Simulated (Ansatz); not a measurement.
## Is LaAlAg in the AlB2 type a stable metal?

Question: is the lattice of LaAlAg in the AlB2 type stable, and if so, what are its coupling constant and resistivity?

Method: DFT PBEsol, scalar-relativistic, plane waves, PAW; PAW set soft_1, in Ansatz 0.2.0.

Report form: the programs' logs are mostly left out.

The structure was built from a prototype and need not be the compound's stable phase.

## (1) Set-up

The structure is hexagonal, space group P-6m2 (No. 187). The conventional cell has a = 4.268 Å, b = 4.268 Å, c = 4.481 Å, α = 90.00°, β = 90.00°, γ = 120.00°. Nearest to La lie 6 Al at 3.33 Å and 6 Ag at 3.33 Å. Nearest to Al lie 3 Ag at 2.46 Å and 6 La at 3.33 Å. Ag has 3 Al at 2.46 Å and 6 La at 3.33 Å nearest. Farther neighbours are not listed.

## (2) Relaxation

Lattice constant and positions set the bands and the force constants, so the cell is relaxed first.

input.yaml reads:

```yaml
crystal:
  lattice:
    - [4.26771, 0.0, 0.0]
    - [-2.13386, 3.69595, 0.0]
    - [0.0, 0.0, 4.4811]
  atoms:
    - { symbol: La, position: [0.0, 0.0, 0.0] }
    - { symbol: Al, position: [0.33333333, 0.66666667, 0.5] }
    - { symbol: Ag, position: [0.66666667, 0.33333333, 0.5] }
kpoints:
  mp_grid: { grid: [9, 9, 8] }
hamiltonian:
  xc: pbesol
  pseudopotentials: { kind: paw, azcp: { folder: soft_1 }, xc_functional: pbe }
scf:
  occupations: { method: gaussian, width: 0.1 }
output:
  forces: true
  stress: true
  eigenvalues: true
relax:
  adjacent_minimum: "off"
  f_tol: 0.005
  max_steps: 80
  cell: { stress_tol: 0.05 }
```

The run is started by

```bash
$ ansatz run input.yaml --threads 4 --pin off --max-ram 12288MiB --backend cpu --events-out ev --progress --plain --runs-dir out
```

Wall time 35 s (4 threads of Arm Neoverse V1, shared host); peak memory 0.5 GiB; 2.2 min of CPU time.

Relaxation path:

```csv
step,energy less that of the first step (eV),largest force component (eV/Å),pressure (GPa),volume (Å³)
1,0.0000,0.0000,4.76,70.68
2,-0.0988,0.0000,-0.15,75.09
3,-0.1688,0.0000,-1.09,75.36
4,-0.2476,0.0000,-0.71,73.85
5,-0.3048,0.0000,-0.08,71.96
6,-0.3260,0.0000,-0.33,70.59
7,-0.3264,0.0000,0.28,69.77
8,-0.3266,0.0000,-0.01,70.11
9*,-0.3314,0.0000,0.10,70.11
10,-0.3315,0.0000,0.01,70.10
11*,-0.3316,0.0000,0.01,70.10
```

Relaxation steps marked * repeat the geometry before them on a plane-wave basis chosen anew for their cell, so energy and pressure can jump there.

Forces are held to the 12 operations that the run works with; a distortion that breaks them can't arise in this run.

```csv
cell as run,before,after,change
a (Å),4.268,4.726,+10.7 %
b (Å),4.268,4.726,+10.7 %
c (Å),4.481,3.624,-19.1 %
volume (Å³/atom),23.56,23.37,-0.8 %
```

Final coordinates:

```
La Al Ag
1.0
     4.72628    0.00000    0.00000
    -2.36314    4.09308    0.00000
     0.00000    0.00000    3.62363
La Al Ag
1 1 1
Direct
  0.00000 0.00000 0.00000
  0.33333 0.66667 0.50000
  0.66667 0.33333 0.50000
```

Numbers from this step:

```
pressure          : 0.01024 GPa
volume per atom   : 23.37 Å³/atom
metallic on mesh  : yes
gap on the k-mesh : 0 eV
```

The largest force is now zero by symmetry and the largest stress component 0.020 GPa.

## (3) Tight relaxation

No force is left; the cell is relaxed once more with another smearing and tight thresholds.

input.yaml, the sections that differ from step 2:

```yaml
crystal:
  lattice:
    - [4.7262779588, 3.1969e-06, 0.0]
    - [-2.363141748, 4.0930751792, 0.0]
    - [0.0, 0.0, 3.6236273548]
  atoms:
    - { symbol: La, position: [0.0, 0.0, 0.0] }
    - { symbol: Al, position: [0.3333333333, 0.6666666667, 0.5] }
    - { symbol: Ag, position: [0.6666666667, 0.3333333333, 0.5] }
kpoints:
  mp_grid: { grid: [6, 6, 8] }
scf:
  occupations: { method: methfessel_paxton, width: 0.2 }
relax:
  adjacent_minimum: "off"
  f_tol: 0.001
  max_steps: 60
  cell: { stress_tol: 0.01 }
# hamiltonian, output: as in step 2
```

Elapsed: 10 s, on 4 threads; peak memory 0.47 GiB.

The steps of the relaxation:

```csv
step,energy less that of the first step (eV),largest force component (eV/Å),pressure (GPa),volume (Å³)
1,0.0000,0.0000,0.06,70.10
2,-0.0007,0.0000,-0.04,70.07
3,-0.0011,0.0000,0.08,69.72
4,-0.0011,0.0000,-0.02,69.85
5,-0.0011,0.0000,0.00,69.83
6,-0.0010,0.0000,0.00,69.83
```

The log counts 1 steps on a newly chosen plane-wave basis, not all of them marked here; energy and pressure can jump at such steps.

```csv
"conventional cell, symmetrised",before,after,change
a (Å),4.726,4.746,+0.4 %
b (Å),4.726,4.746,+0.4 %
c (Å),3.624,3.579,-1.2 %
volume (Å³/atom),23.37,23.28,-0.4 %
```

The relaxed structure:

```xyz
3
Lattice="4.7462 0.0000 0.0000 -2.3731 4.1104 0.0000 0.0000 0.0000 3.5794" Properties=species:S:1:pos:R:3 pbc="T T T"
La    0.0000    0.0000    0.0000
Al    0.0000    2.7402    1.7897
Ag    2.3731    1.3701    1.7897
```

This step gave:

```
pressure        : -4.40e-4 GPa
volume per atom : 23.28 Å³/atom
```

The largest force is now zero by symmetry and the largest stress component 0.0014 GPa, small enough for phonons.

## (4) Phonons by linear response: q 2×2×2, k 4×4×4

Before any scattering is computed, the phonons show whether the structure is a minimum.

input.yaml reads:

```yaml
crystal:
  lattice:
    - [4.7462466672, 3.2104e-06, 0.0]
    - [-2.3731261139, 4.1103685813, 0.0]
    - [0.0, 0.0, 3.5794151225]
  atoms:
    - { symbol: La, position: [0.0, 0.0, 0.0] }
    - { symbol: Al, position: [0.3333333333, 0.6666666667, 0.5] }
    - { symbol: Ag, position: [0.6666666667, 0.3333333333, 0.5] }
kpoints:
  mp_grid: { grid: [4, 4, 4] }
hamiltonian:
  xc: pbesol
  pseudopotentials: { kind: paw, azcp: { folder: soft_1 }, xc_functional: pbe }
scf:
  occupations: { method: methfessel_paxton, width: 0.2 }
output:
  eigenvalues: true
phonons:
  method: dfpt
  qmesh: [2, 2, 2]
  temperatures: { t_max: 1000, t_step: 50 }
  qpath:
    path:
      - [[0.0, 0.0, 0.0], [0.5, 0.0, 0.0], [0.33333333, 0.33333333, 0.0], [0.0, 0.0, 0.0], [0.0, 0.0, 0.5], [0.5, 0.0, 0.5], [0.33333333, 0.33333333, 0.5], [0.0, 0.0, 0.5]]
      - [[0.5, 0.0, 0.5], [0.5, 0.0, 0.0]]
      - [[0.33333333, 0.33333333, 0.5], [0.33333333, 0.33333333, 0.0]]
    npoints: 10
```

It took 38 s on 4 threads; peak memory 0.6 GiB; 2.4 min of CPU time.

Numbers from this step:

```yaml
share_of_imaginary_modes_in_the_plain_interpolation_between_solved_wavevectors: 0.1188
highest_frequency_solved_or_plainly_interpolated: 249.1 cm⁻¹
```

Solved on the 2×2×2 mesh alone; all other wavevectors are interpolated. Phonon branches along the path, in cm⁻¹:

```csv
point,branch 1,branch 2,branch 3,branch 4,branch 5,branch 6,branch 7,branch 8,branch 9
Γ,0,0,0,96,117,117,172,233,233
halfway,44,48,70,91,104,108,170,233,237
M,68,76,76,80,94,112,168,232,242
halfway,66,72,77,81,93,119,167,234,240
K,64,68,80,81,92,124,166,235,239
halfway,47,54,76,90,100,108,170,234,238
Γ,0,0,0,96,117,117,172,233,233
halfway,-102,46,46,51,108,108,127,234,234
A,-211,28,72,72,94,94,148,235,235
halfway,-220,-13,70,81,90,96,115,235,241
L,-228,-70,-22,89,98,104,107,233,247
halfway,-229,-77,-23,92,97,104,108,231,248
H,-231,-84,-24,94,96,104,109,230,249
halfway,-222,-17,53,84,93,96,112,233,244
A,-211,28,72,72,94,94,148,235,235
jump to L,-228,-70,-22,89,98,104,107,233,247
halfway,-114,29,48,79,92,97,113,233,244
M,68,76,76,80,94,112,168,232,242
jump to H,-231,-84,-24,94,96,104,109,230,249
halfway,-114,-26,43,80,91,94,119,235,243
K,64,68,80,81,92,124,166,235,239
```

Lowest modes at the softest wavevector of the mesh. Modes at q = (0.500, 0.000, 0.500), with each element's share of the kinetic energy (negative means imaginary):

```csv
mode,frequency (cm⁻¹),La %,Al %,Ag %
1,-228.4,0,100,0
2,-70.5,88,11,1
3,-21.7,16,0,84
4,89.3,100,0,0
5,98.0,0,5,95
6,103.5,84,0,16
```

Displacements in mode 1 (-228.4 cm⁻¹), the largest set to 1, in the home cell:
```
La1  0.01  0.01  0.00
Al2  0.00  0.00 -1.00
Ag3  0.00  0.00 -0.01
```

Displacements in mode 5 (98.0 cm⁻¹), the largest set to 1, in the home cell:
```
La1  0.00  0.00  0.00
Al2  0.26 -0.44  0.00
Ag3  0.58 -1.00  0.00
```

Among the solved wavevectors the lowest mode, translations apart, is -228 cm⁻¹, imaginary.

## (5) Phonons: q 3×3×2, k 6×6×6

An imaginary mode on so few k-points may come from the sampling, so the phonons are repeated with another q and k mesh.

Changes to input.yaml since step 4:

```diff
@@ -10,3 +10,3 @@
 kpoints:
-  mp_grid: { grid: [4, 4, 4] }
+  mp_grid: { grid: [6, 6, 6] }
 hamiltonian:
@@ -20,3 +20,3 @@
   method: dfpt
-  qmesh: [2, 2, 2]
+  qmesh: [3, 3, 2]
   temperatures: { t_max: 1000, t_step: 50 }
```

The job ended after 2.8 min (4 threads; peak memory 1 GiB; 11 min of CPU time).

This step gave:

- share of imaginary modes in the plain interpolation between solved wavevectors: 0.0571
- highest frequency, solved or plainly interpolated: 268.2 cm⁻¹

Solved on the 3×3×2 mesh alone; all other wavevectors are interpolated. The phonon branches at the labelled points (cm⁻¹):

```csv
point,branch 1,branch 2,branch 3,branch 4,branch 5,branch 6,branch 7,branch 8,branch 9
Γ,0,0,0,109,121,121,195,245,245
halfway,41,47,79,101,112,112,186,249,249
M,72,76,89,94,97,119,176,250,251
halfway,72,80,87,90,100,122,175,243,256
K,75,78,87,88,101,125,174,240,258
halfway,48,52,87,100,108,112,184,246,253
Γ,0,0,0,109,121,121,195,245,245
halfway,27,49,49,79,113,113,136,246,246
A,-115,67,80,80,96,96,98,247,247
halfway,-118,40,66,86,97,102,112,251,253
L,-130,44,47,91,99,110,114,254,259
halfway,-135,44,49,94,101,110,112,249,265
H,-140,46,50,96,104,110,111,247,268
halfway,-121,38,62,88,98,104,112,249,257
A,-115,67,80,80,96,96,98,247,247
jump to L,-130,44,47,91,99,110,114,254,259
halfway,37,62,82,93,99,108,120,252,255
M,72,76,89,94,97,119,176,250,251
jump to H,-140,46,50,96,104,110,111,247,268
halfway,47,63,70,99,100,102,123,243,263
K,75,78,87,88,101,125,174,240,258
```

Lowest modes at the softest wavevector of the mesh. The modes at q = (-0.333, -0.333, 0.500) (shares of kinetic energy by element, %) (negative means imaginary):

```csv
mode,frequency (cm⁻¹),La %,Al %,Ag %
1,-139.6,6,94,0
2,45.5,20,0,80
3,50.4,91,5,5
4,96.3,94,6,0
5,103.6,3,5,92
6,110.4,80,0,20
```

Displacements in mode 1 (-139.6 cm⁻¹), the largest set to 1, in the home cell (x, y, z of the real part, then of the imaginary part):
```
La1 0.00 0.08 0.00 0.08 0.00 0.00
Al2 0.00 0.00 1.00 0.00 0.00 0.00
Ag3 0.00 0.00 0.00 0.00 0.00 0.00
```

Displacements in mode 5 (103.6 cm⁻¹), the largest set to 1, in the home cell (x, y, z of the real part, then of the imaginary part):
```
La1  0.00  0.00 -0.21  0.00  0.00  0.00
Al2  0.00 -0.48  0.00  0.48  0.00  0.00
Ag3  0.87  0.50  0.00  0.50 -0.87  0.00
```

The modes has structure finer than the step of the table below, so its rows give means over 20 cm⁻¹, whole bins alone (the curve runs from -147 to 286 cm⁻¹). Peaks (cm⁻¹: height): Ag 100.6: 0.0915, 114.2: 0.0706; Al 247.7: 0.124; La 70.7: 0.0406, 92.5: 0.0414, 106.1: 0.0413, 247.7: 0.00508.

Phonopy on the run's constants, 13x13x15 mesh, Gaussian sigma 3.1 cm⁻¹. Table of modes by wavenumber; means over each step; values in 1/cm⁻¹/cell:

```csv
wavenumber (cm⁻¹),Ag,Al,La
-120,4.9e-5,0.00735,3.2e-4
-100,4.9e-5,0.00369,1.8e-4
-80,7.0e-5,0.00401,7.1e-4
-60,2.2e-5,0.00140,3.2e-4
-40,2.9e-4,7.0e-4,9.2e-4
-20,5.5e-4,0.00115,0.00154
0,6.1e-4,6.6e-4,0.00119
20,0.00156,0.00124,0.00285
40,0.0131,0.00137,0.0110
60,0.0165,0.00313,0.0293
80,0.0180,0.00276,0.0368
100,0.0621,0.00527,0.0389
120,0.0335,0.00389,0.0194
140,1.6e-4,0.00353,0.00111
160,2.4e-5,0.00667,6.9e-4
180,2.5e-5,0.00803,6.8e-4
200,2.4e-6,5.6e-4,7.5e-5
220,0,7.0e-7,0
240,0.00127,0.0409,0.00188
260,0.00199,0.0514,0.00196
```

No LO-TO term; unit eigenvectors of the mass-weighted matrix. Modes at Γ, with each element's share of the kinetic energy:

```csv
mode,frequency (cm⁻¹),symmetry,La %,Al %,Ag %
1,0.0,unnamed,51,10,39
2,0.0,unnamed,51,10,39
3,0.0,unnamed,51,10,39
4,108.8,A2'',37,3,60
5,120.7,E',45,0,54
6,120.7,E',45,0,54
7,195.1,A2'',13,87,0
8,245.4,E',4,90,6
9,245.4,E',4,90,6
```

Displacements in mode 4 (108.8 cm⁻¹), the largest set to 1:
```
La1  0.00  0.00 -0.69
Al2  0.00  0.00 -0.46
Ag3  0.00  0.00  1.00
```

Displacements in mode 6 (120.7 cm⁻¹), the largest set to 1:
```
La1 -0.81  0.12  0.00
Al2  0.15 -0.02  0.00
Ag3  1.00 -0.15  0.00
```

Among the solved wavevectors the lowest mode, translations apart, is -140 cm⁻¹, imaginary.

## (6) Phonons: Fermi–Dirac smearing of 0.3 eV

The phonons are repeated on the same meshes with a wide Fermi–Dirac smearing, to see whether the soft mode comes from sharp features of the Fermi surface.

Changes to input.yaml since step 5:

```diff
@@ -15,3 +15,3 @@
 scf:
-  occupations: { method: methfessel_paxton, width: 0.2 }
+  occupations: { method: fermi_dirac, width: 0.3 }
 output:
```

It took 3.6 min on 4 threads; peak memory 1 GiB; 14 min of CPU time.

Numbers from this step:

```yaml
share_of_imaginary_modes_in_the_plain_interpolation_between_solved_wavevectors: 0.0384
highest_frequency_solved_or_plainly_interpolated: 261.1 cm⁻¹
```

Solved on the 3×3×2 mesh alone; all other wavevectors are interpolated. Phonon branches along the path, in cm⁻¹:

```csv
point,branch 1,branch 2,branch 3,branch 4,branch 5,branch 6,branch 7,branch 8,branch 9
Γ,0,0,0,105,123,123,189,242,242
halfway,48,48,78,100,112,114,181,243,245
M,76,80,89,90,98,116,173,243,248
halfway,74,82,82,91,100,120,172,240,251
K,74,75,85,92,100,124,170,238,252
halfway,52,55,86,99,107,114,179,242,247
Γ,0,0,0,105,123,123,189,242,242
halfway,46,54,54,91,116,116,148,243,243
A,27,65,93,93,96,96,115,243,243
halfway,-53,50,85,93,97,114,119,247,248
L,-79,53,84,96,99,116,125,250,253
halfway,-81,44,86,102,105,114,123,245,258
H,-84,37,87,106,110,113,121,243,261
halfway,-60,46,84,97,98,116,119,245,252
A,27,65,93,93,96,96,115,243,243
jump to L,-79,53,84,96,99,116,125,250,253
halfway,44,77,85,95,100,117,136,247,250
M,76,80,89,90,98,116,173,243,248
jump to H,-84,37,87,106,110,113,121,243,261
halfway,58,59,89,100,103,110,139,240,257
K,74,75,85,92,100,124,170,238,252
```

Lowest modes at the softest wavevector of the mesh. Modes at q = (-0.333, -0.333, 0.500), with each element's share of the kinetic energy (negative means imaginary):

```csv
mode,frequency (cm⁻¹),La %,Al %,Ag %
1,-83.5,26,74,0
2,36.9,19,0,81
3,87.4,68,1,31
4,105.9,26,9,65
5,109.7,0,0,100
6,112.6,81,0,19
```

Displacements in mode 1 (-83.5 cm⁻¹), the largest set to 1, in the home cell (x, y, z of the real part, then of the imaginary part):
```
La1 0.00 0.18 0.00 0.18 0.00 0.00
Al2 0.00 0.00 1.00 0.00 0.00 0.00
Ag3 0.00 0.00 0.00 0.00 0.00 0.00
```

Displacements in mode 2 (36.9 cm⁻¹), the largest set to 1, in the home cell (x, y, z of the real part, then of the imaginary part):
```
La1  0.26  0.15  0.00 -0.15  0.26  0.00
Al2  0.00  0.00  0.00  0.00  0.00  0.00
Ag3  0.00  0.00  1.00  0.00  0.00  0.00
```

Among the solved wavevectors the lowest mode, translations apart, is -83.5 cm⁻¹, imaginary.

For the lowest on path, step 5 gave -140 cm⁻¹; this run, with occupations Fermi-Dirac and smearing width 0.3 eV, gives -83.5 cm⁻¹.

## (7) Outcome

```yaml
phonon_run_of_the_rows_without_a_label_of_their_own: PBEsol, q 3×3×2, k 6×6×6
softest_mode_on_the_q_mesh: -140 cm⁻¹ at q = (-0.333, -0.333, 0.5)
highest_frequency_solved_or_plainly_interpolated: 268 cm⁻¹
```

In words: The lattice is dynamically unstable at this level: a mode at q = (-0.333, -0.333, 0.5) is imaginary, 140i cm⁻¹, so no harmonic coupling constant or resistivity is defined for this structure. These meshes are coarse, and single modes of a metal can move by tens of cm⁻¹ with the k mesh. The coarser mesh found an imaginary mode at another wavevector, which this mesh lacks. The phonon runs are not spin-polarised. The PAW files were made for PBE; under other functionals the run regenerates their frozen core. The structure was built by hand as an ordered model, and its stability against other phases was not tested.

[Logs are printed without paths, hosts, clocks, repeated set-up lines and the standing remarks that a program may print on its own settings, such as how far it seeks lower states.]

[Hosts, paths, dates, database ids (printed as entryN), source tags and the programs' standing remarks are cut or masked in the printed files.]
